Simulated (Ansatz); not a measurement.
# Static equation of state of (9,9) carbon nanotube bundle (108 atoms)

The cell holds 108 atoms: 108 C. Its edges and angles: a = 15.345 Å, b = 15.349 Å, c = 7.369 Å, α = 90.0°, β = 90.0°, γ = 120.0°. It derives from C (graphene). The starting structure: Graphene sheet (a = 2.46 Å) rolled into a (9,9) tube of diameter 12.21 Å, 3 periods, hexagonal bundle with 3.3 Å between walls; not relaxed, displaced by a Gaussian of 0.02 Å.

Calculated with Ansatz 0.2.0: Kohn-Sham DFT, PBE+D4, PAW (set soft_2), plane waves; cutoff 420 eV, k-mesh 1×1×2, gaussian smearing of 0.025 eV. Cell and atoms were relaxed first, to V0 = 13.916 Å³ an atom at a residual P0 = 0.001 GPa. The cell was then scaled evenly, and the atoms were relaxed at each volume.

```
volume (Å³/atom)  pressure (GPa)
          12.524           12.54
          13.081               ?
          13.498           3.424
          14.333          -2.585
          14.751          -4.197
```

Task: Fit the third-order Birch–Murnaghan equation to the rows given and interpolate to the withheld row.

Worked fit:

Take the Eulerian strain f = ½[(V0/V)^(2/3) − 1] and the normalised pressure F = (P − P0) / [3f(1 + 2f)^(5/2)]. The third-order Birch–Murnaghan equation is then the line F = B0 + (3/2)B0(B′ − 4) f, so u = f and v = F.

| u = f | v = F (GPa) |
| --- | --- |
| 0.0363830 | 96.3584 |
| 0.0102567 | 105.716 |
| -0.00975652 | 92.8358 |
| -0.0190507 | 80.9529 |

With n = 4: mean u = 0.00445812, mean v = 93.9658, Σ(u − ū)² = 0.0018075, Σ(u − ū)(v − v̄) = 0.46650. Slope b = 0.46650 / 0.0018075 = 258.09; intercept a = v̄ − b ū = 92.815.

So B0 = a = 92.8 GPa and B′ = 4 + 2b/(3a) = 5.85. At the withheld volume f = 0.02106, F = a + b f = 98.25 GPa, and P = P0 + 3f(1 + 2f)^(5/2) F.

Prediction at 13.081: 6.882 GPa. The run gave 7.065 GPa, so the fit is low by 0.18 GPa (2.6 % of the value).

The series isn't one smooth equation of state: even a line fitted to all rows, the withheld one included, misses F by up to 9.2 % and an atom moves over 0.5 Å in some relaxation. B0 and B′ are then only the numbers of this fit, not moduli of the material. Among the rows given, the largest miss of the fit is at 12.524, by 0.76 GPa (4.5 % of the range of the table).

Limits: Static cells at zero temperature; the cell shape is held. The program notes that the SCF threshold of these relaxations is loose for the stress.

[Logs are printed without paths, hosts, clocks, repeated set-up lines and the standing remarks that a program may print on its own settings, such as how far it seeks lower states.]

[Hosts, paths, dates, database ids (printed as entryN), source tags and the programs' standing remarks are cut or masked in the printed files.]
